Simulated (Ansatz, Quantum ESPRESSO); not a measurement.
**Rhodium (Fm-3m): phonons and their coupling to the electrons**

Wanted: the coupling constant λ of Rhodium (Fm-3m) at ambient pressure.

Calculated with Quantum ESPRESSO 7.5; DFT PBE, scalar-relativistic, plane waves, PseudoDojo norm-conserving pseudopotentials.

The database entry behind the starting cell differs from later determinations by our own check (an axis about 0.2 % short against later determinations), so it need not match the best structure at ambient conditions.

## (1) Starting point

It takes space group Fm-3m (No. 225, cubic). Conventional cell: a = 3.796 Å, b = 3.796 Å, c = 3.796 Å, α = 90.00°, β = 90.00°, γ = 90.00°. Nearest to Rh lie 12 Rh at 2.68 Å.

## (2) A probe with smearing

Before anything dear is run, a loose run with smearing shows whether this is a metal and how far the cell is from rest.

The input, probe.in:

```
 &control
    calculation='scf',
    prefix='x',
    outdir='./tmp',
    pseudo_dir='./pseudo',
    tprnfor=.true.,
    tstress=.true.,
    verbosity='high',
 /
 &system
    ibrav=0,
    nat=1,
    ntyp=1,
    ecutwfc=88.0,
    occupations='smearing',
    smearing='gaussian',
    degauss=0.01,
 /
 &electrons
    conv_thr=1.0d-07,
    mixing_beta=0.7,
    electron_maxstep=100,
 /
ATOMIC_SPECIES
 Rh    102.9055  Rh.upf
CELL_PARAMETERS angstrom
     0.000000000    1.897850000    1.897850000
     1.897850000    0.000000000    1.897850000
     1.897850000    1.897850000    0.000000000
ATOMIC_POSITIONS crystal
 Rh     0.000000000   0.000000000   0.000000000
K_POINTS automatic
 8 8 8 0 0 0
```

Launch:

```
> OMP_NUM_THREADS=1 mpirun -n 4 pw.x -nk 4 -in probe.in > probe.out
```

The log of the run:

```text
[banners, grids, parts of the stress and lines that vanish by symmetry left out]
Program PWSCF v.7.5
     Message from routine setup:
     using ibrav=0 with symmetry is DISCOURAGED, use correct ibrav instead
[...]
kinetic-energy cutoff     =      88.0000  Ry
     charge density cutoff     =     352.0000  Ry
     scf convergence threshold =      1.0E-07
[...]
Exchange-correlation= PBE
                           (   1   4   3   4   0   0   0)
[...]
48 Sym. Ops., with inversion, found
[...]
(     0          1          0      )
                  (     0          0          1      )
[...]
( -0.0000000  1.0000000  0.0000000 )
                  ( -0.0000000  0.0000000  1.0000000 )
[...]
(     1          0         -1      )
                  (     0          0         -1      )
[...]
(  1.0000000 -0.0000000 -0.0000000 )
                  (  0.0000000 -1.0000000 -0.0000000 )
[...]
(    -1          1          0      )
                  (     0          1         -1      )
[...]
( -1.0000000  0.0000000 -0.0000000 )
                  ( -0.0000000  1.0000000 -0.0000000 )
[...]
number of k points=    29  Gaussian smearing, width (Ry)=  0.0100
[...]
End of self-consistent calculation
[...]
the Fermi energy is    22.8741 ev
!    total energy              =    -234.57516480 Ry
[...]
convergence has been achieved in   6 iterations
[...]
atom    1 type  1   force =     0.00000000    0.00000000    0.00000000
[...]
Total force =     0.000000     Total SCF correction =     0.000000
[...]
total   stress  (Ry/bohr**3)                   (kbar)     P=       88.63
[...]
XML data file, charge density, pseudopotentials, collected wavefunctions

   JOB DONE.
```

Wall time 1.7 s (4 MPI ranks of Arm Neoverse V2, shared host); 6.3 s of CPU time.

This step gave:

| Quantity | Value |
| --- | --- |
| volume per atom | 13.67 Å³ |
| pressure | 8.863 GPa |
| gap on the k-mesh | 0 eV |

No gap opens on this mesh, so smearing is kept; the start stands at 8.9 GPa.

## (3) Relaxing the cell and atoms

The relaxation runs at a cutoff a fifth above that of the response, since stress converges more slowly with the basis than frequencies do. Forces and stress are brought to rest with tight thresholds.

The input, relax.in:

```
 &control
    calculation='vc-relax',
    prefix='x',
    outdir='./tmp',
    pseudo_dir='./pseudo',
    tprnfor=.true.,
    tstress=.true.,
    forc_conv_thr=2.0d-05,
    etot_conv_thr=1.0d-07,
    nstep=40,
 /
 &system
    ibrav=0,
    nat=1,
    ntyp=1,
    ecutwfc=106,
    occupations='smearing',
    smearing='mv',
    degauss=0.02,
 /
 &electrons
    conv_thr=1.0d-11,
    mixing_beta=0.7,
    electron_maxstep=100,
 /
 &ions
 /
 &cell
    press_conv_thr=0.2,
 /
ATOMIC_SPECIES
 Rh    102.9055  Rh.upf
CELL_PARAMETERS angstrom
     0.000000000    1.897850000    1.897850000
     1.897850000    0.000000000    1.897850000
     1.897850000    1.897850000    0.000000000
ATOMIC_POSITIONS crystal
 Rh     0.000000000   0.000000000   0.000000000
K_POINTS automatic
 16 16 16 0 0 0
```

Launch:

```
> OMP_NUM_THREADS=1 mpirun -n 4 pw.x -nk 4 -in relax.in > relax.out
```

The log of the run:

```text
[banners, grids, parts of the stress and lines that vanish by symmetry left out]
[banner, memory and clock lines left out]
Program PWSCF v.7.5

[...]
kinetic-energy cutoff     =     106.0000  Ry
     charge density cutoff     =     424.0000  Ry
     scf convergence threshold =      1.0E-11
[...]
energy convergence thresh.=      1.0E-07
     force convergence thresh. =      2.0E-05
     press convergence thresh. =      2.0E-01
     Exchange-correlation= PBE
                           (   1   4   3   4   0   0   0)
[...]
48 Sym. Ops., with inversion, found
[...]
number of k points=   145  Marzari-Vanderbilt smearing, width (Ry)=  0.0200
[...]
End of self-consistent calculation
[...]
the Fermi energy is    22.8385 ev
!    total energy              =    -234.57715436 Ry
[...]
convergence has been achieved in   8 iterations
[...]
atom    1 type  1   force =     0.00000000    0.00000000    0.00000000
     Total force =     0.000000     Total SCF correction =     0.000000
[...]
total   stress  (Ry/bohr**3)                   (kbar)     P=       80.13
[...]
number of bfgs steps    =   0
[...]
CELL_PARAMETERS (angstrom)
[...]
ATOMIC_POSITIONS (crystal)
Rh               0.0000000000        0.0000000000        0.0000000000
[...]
New effective cutoffs (rho, wfc):  412.26  103.17
[...]
End of self-consistent calculation
[...]
the Fermi energy is    21.6750 ev
!    total energy              =    -234.57775788 Ry
[...]
convergence has been achieved in   7 iterations
[...]
atom    1 type  1   force =     0.00000000    0.00000000    0.00000000
     Total force =     0.000000     Total SCF correction =     0.000000
[...]
total   stress  (Ry/bohr**3)                   (kbar)     P=      -29.17
[...]
number of bfgs steps    =   1
[...]
CELL_PARAMETERS (angstrom)
[...]
ATOMIC_POSITIONS (crystal)
Rh               0.0000000000        0.0000000000        0.0000000000
[...]
New effective cutoffs (rho, wfc):  415.29  103.93
[...]
End of self-consistent calculation
[...]
the Fermi energy is    21.9855 ev
!    total energy              =    -234.57786945 Ry
[...]
convergence has been achieved in   7 iterations
[...]
atom    1 type  1   force =     0.00000000    0.00000000    0.00000000
     Total force =     0.000000     Total SCF correction =     0.000000
[...]
total   stress  (Ry/bohr**3)                   (kbar)     P=       -1.78
[...]
number of bfgs steps    =   2
[...]
CELL_PARAMETERS (angstrom)
[...]
ATOMIC_POSITIONS (crystal)
Rh               0.0000000000        0.0000000000        0.0000000000
[...]
New effective cutoffs (rho, wfc):  415.49  103.98
[...]
End of self-consistent calculation
[...]
the Fermi energy is    22.0056 ev
!    total energy              =    -234.57786985 Ry
[...]
convergence has been achieved in   5 iterations
[...]
atom    1 type  1   force =     0.00000000    0.00000000    0.00000000
     Total force =     0.000000     Total SCF correction =     0.000000
[...]
total   stress  (Ry/bohr**3)                   (kbar)     P=        0.05
[...]
number of bfgs steps    =   3
[...]
small trust_radius: resetting bfgs history
[...]
CELL_PARAMETERS (angstrom)
[...]
ATOMIC_POSITIONS (crystal)
Rh               0.0000000000        0.0000000000        0.0000000000
[...]
New effective cutoffs (rho, wfc):  415.48  103.98
[...]
End of self-consistent calculation
[...]
the Fermi energy is    22.0049 ev
!    total energy              =    -234.57786985 Ry
[...]
convergence has been achieved in   3 iterations
[...]
atom    1 type  1   force =     0.00000000    0.00000000    0.00000000
     Total force =     0.000000     Total SCF correction =     0.000000
[...]
total   stress  (Ry/bohr**3)                   (kbar)     P=       -0.02
[...]
bfgs converged in   5 scf cycles and   4 bfgs steps
[...]
End of BFGS Geometry Optimization
     Final enthalpy           =    -234.5778698471 Ry
     File ./tmp/x.bfgs deleted, as requested
[...]
CELL_PARAMETERS (angstrom)
[...]
ATOMIC_POSITIONS (crystal)
Rh               0.0000000000        0.0000000000        0.0000000000
[...]
Final scf calculation at the relaxed structure.
[...]
kinetic-energy cutoff     =     106.0000  Ry
     charge density cutoff     =     424.0000  Ry
     scf convergence threshold =      1.0E-13
[...]
press convergence thresh. =      2.0E-01
     Exchange-correlation= PBE
                           (   1   4   3   4   0   0   0)
[...]
48 Sym. Ops., with inversion, found
[...]
number of k points=   145  Marzari-Vanderbilt smearing, width (Ry)=  0.0200
[...]
c_bands:  1 eigenvalues not converged
[...]
End of self-consistent calculation
[...]
the Fermi energy is    22.0049 ev
!    total energy              =    -234.57787275 Ry
[...]
convergence has been achieved in  10 iterations
[...]
atom    1 type  1   force =     0.00000000    0.00000000    0.00000000
     Total force =     0.000000     Total SCF correction =     0.000000
[...]
total   stress  (Ry/bohr**3)                   (kbar)     P=       -0.04
[...]
XML data file, charge density, pseudopotentials, collected wavefunctions
```

Wall time 50 s (4 MPI ranks).

Relaxation path:

```csv
step,energy less that of the first step (eV),largest force (eV/Å),pressure (GPa),volume (Å³)
1,0.0000,0.0000,8.01,13.67
2,-0.0082,0.0000,-2.92,14.24
3,-0.0097,0.0000,-0.18,14.08
4,-0.0097,0.0000,0.01,14.07
5,-0.0097,0.0000,0.00,14.07
6,-0.0098,0.0000,0.00,14.07
```

```csv
"conventional cell, symmetrised",before,after,change
a (Å),3.796,3.832,+1.0 %
b (Å),3.796,3.832,+1.0 %
c (Å),3.796,3.832,+1.0 %
volume (Å³/atom),13.67,14.07,+2.9 %
```

Final coordinates:

```cif
data_structure
_symmetry_space_group_name_H-M 'P 1'
_symmetry_Int_Tables_number 1
_cell_length_a 2.7099
_cell_length_b 2.7099
_cell_length_c 2.7099
_cell_angle_alpha 60.000
_cell_angle_beta 60.000
_cell_angle_gamma 60.000
_cell_volume 14.07
loop_
_atom_site_label
_atom_site_type_symbol
_atom_site_fract_x
_atom_site_fract_y
_atom_site_fract_z
_atom_site_occupancy
Rh1 Rh 0.00000 0.00000 0.00000 1
```

The last row of the table of steps is pw.x's closing run on a basis chosen anew for the final cell, so its energy can jump.

Numbers from this step:

- volume per atom: 14.07 Å³
- pressure: -0.004 GPa

The volume changes by +2.9 % from the cell with which this run began.

## (4) Ground state

Perturbation theory inherits every error of the wavefunctions, so the threshold is set near the limit of the arithmetic. Smearing stays on, as the first look found no gap above 0.3 eV.

The input, scf.in:

```
 &control
    calculation='scf',
    prefix='x',
    outdir='./tmp',
    pseudo_dir='./pseudo',
    tprnfor=.true.,
    tstress=.true.,
 /
 &system
    ibrav=0,
    nat=1,
    ntyp=1,
    ecutwfc=88.0,
    occupations='smearing',
    smearing='mv',
    degauss=0.02,
 /
 &electrons
    conv_thr=1.0d-12,
    mixing_beta=0.7,
    electron_maxstep=100,
 /
ATOMIC_SPECIES
 Rh    102.9055  Rh.upf
CELL_PARAMETERS angstrom
     0.000000000    1.916223512    1.916223512
     1.916223512    0.000000000    1.916223512
     1.916223512    1.916223512    0.000000000
ATOMIC_POSITIONS crystal
 Rh     0.000000000   0.000000000   0.000000000
K_POINTS automatic
 16 16 16 0 0 0
```

Launch:

```
> OMP_NUM_THREADS=1 mpirun -n 4 pw.x -nk 4 -in scf.in > scf.out
```

The log of the run:

```text
[banners, grids, parts of the stress and lines that vanish by symmetry left out]
[banner, memory and clock lines left out]
Program PWSCF v.7.5

[...]
kinetic-energy cutoff     =      88.0000  Ry
     charge density cutoff     =     352.0000  Ry
     scf convergence threshold =      1.0E-12
[...]
Exchange-correlation= PBE
                           (   1   4   3   4   0   0   0)
[...]
48 Sym. Ops., with inversion, found
[...]
number of k points=   145  Marzari-Vanderbilt smearing, width (Ry)=  0.0200
[...]
End of self-consistent calculation
[...]
the Fermi energy is    22.0049 ev
!    total energy              =    -234.57783007 Ry
[...]
convergence has been achieved in   9 iterations
[...]
atom    1 type  1   force =     0.00000000    0.00000000    0.00000000
     Total force =     0.000000     Total SCF correction =     0.000000
[...]
total   stress  (Ry/bohr**3)                   (kbar)     P=       -1.22
[...]
XML data file, charge density, pseudopotentials, collected wavefunctions
```

It took 6.5 s on 4 MPI ranks; 26 s of CPU time.

Read from the output:

- pressure: -0.122 GPa

The cell stands at -0.12 GPa, close enough for phonons.

## (5) Levels on a dense mesh

The coupling is a sum over pairs of states at the Fermi level and needs a much denser mesh than the density does.

scf_fit.in, as its differences from scf.in of step 4:

```diff
@@ -16,5 +16,6 @@
     degauss=0.02,
+    la2F=.true.,
  /
  &electrons
-    conv_thr=1.0d-12,
+    conv_thr=1.0d-10,
     mixing_beta=0.7,
@@ -31,2 +32,2 @@
 K_POINTS automatic
- 16 16 16 0 0 0
+ 32 32 32 0 0 0
```

Launch:

```
> OMP_NUM_THREADS=1 mpirun -n 4 pw.x -nk 4 -in scf_fit.in > scf_fit.out
```

The log of the run:

```text
[banners, grids, parts of the stress and lines that vanish by symmetry left out]
[banner, memory and clock lines left out]
Program PWSCF v.7.5

[...]
kinetic-energy cutoff     =      88.0000  Ry
     charge density cutoff     =     352.0000  Ry
     scf convergence threshold =      1.0E-10
[...]
Exchange-correlation= PBE
                           (   1   4   3   4   0   0   0)
[...]
48 Sym. Ops., with inversion, found
[...]
number of k points=   897  Marzari-Vanderbilt smearing, width (Ry)=  0.0200
[...]
End of self-consistent calculation
[...]
the Fermi energy is    21.9974 ev
!    total energy              =    -234.57772005 Ry
[...]
convergence has been achieved in   9 iterations
[...]
atom    1 type  1   force =     0.00000000    0.00000000    0.00000000
     Total force =     0.000000     Total SCF correction =     0.000000
[...]
total   stress  (Ry/bohr**3)                   (kbar)     P=       -2.05
[...]
XML data file, charge density, pseudopotentials, collected wavefunctions
```

Wall time 35 s (4 MPI ranks); 2.3 min of CPU time.

This step gave:

```yaml
pressure: -0.205 GPa
```

## (6) Self-consistent run for the response

The run on the dense mesh left its levels for the electron-phonon sums; ph.x needs the ground state on the coarse mesh, so pw.x runs once more in the same folder.

scf.in is that of step 4.

Launch:

```
> OMP_NUM_THREADS=1 mpirun -n 4 pw.x -nk 4 -in scf.in > scf.out
```

The log of the run:

```text
[banners, grids, parts of the stress and lines that vanish by symmetry left out]
[banner, memory and clock lines left out]
Program PWSCF v.7.5

[...]
kinetic-energy cutoff     =      88.0000  Ry
     charge density cutoff     =     352.0000  Ry
     scf convergence threshold =      1.0E-12
[...]
Exchange-correlation= PBE
                           (   1   4   3   4   0   0   0)
[...]
48 Sym. Ops., with inversion, found
[...]
number of k points=   145  Marzari-Vanderbilt smearing, width (Ry)=  0.0200
[...]
End of self-consistent calculation
[...]
the Fermi energy is    22.0049 ev
!    total energy              =    -234.57783007 Ry
[...]
convergence has been achieved in   9 iterations
[...]
atom    1 type  1   force =     0.00000000    0.00000000    0.00000000
     Total force =     0.000000     Total SCF correction =     0.000000
[...]
total   stress  (Ry/bohr**3)                   (kbar)     P=       -1.22
[...]
XML data file, charge density, pseudopotentials, collected wavefunctions
```

It took 6.6 s on 4 MPI ranks; 26 s of CPU time.

This step gave:

* pressure: -0.122 GPa

(Part 1 of 4 ends here.)

[Host names and launcher messages were left out of these logs when they were recorded.]

[Logs are printed without paths, hosts, clocks, repeated set-up lines and the standing remarks that a program may print on its own settings, such as how far it seeks lower states.]

[Hosts, paths, dates, database ids (printed as entryN), source tags and the programs' standing remarks are cut or masked in the printed files.]
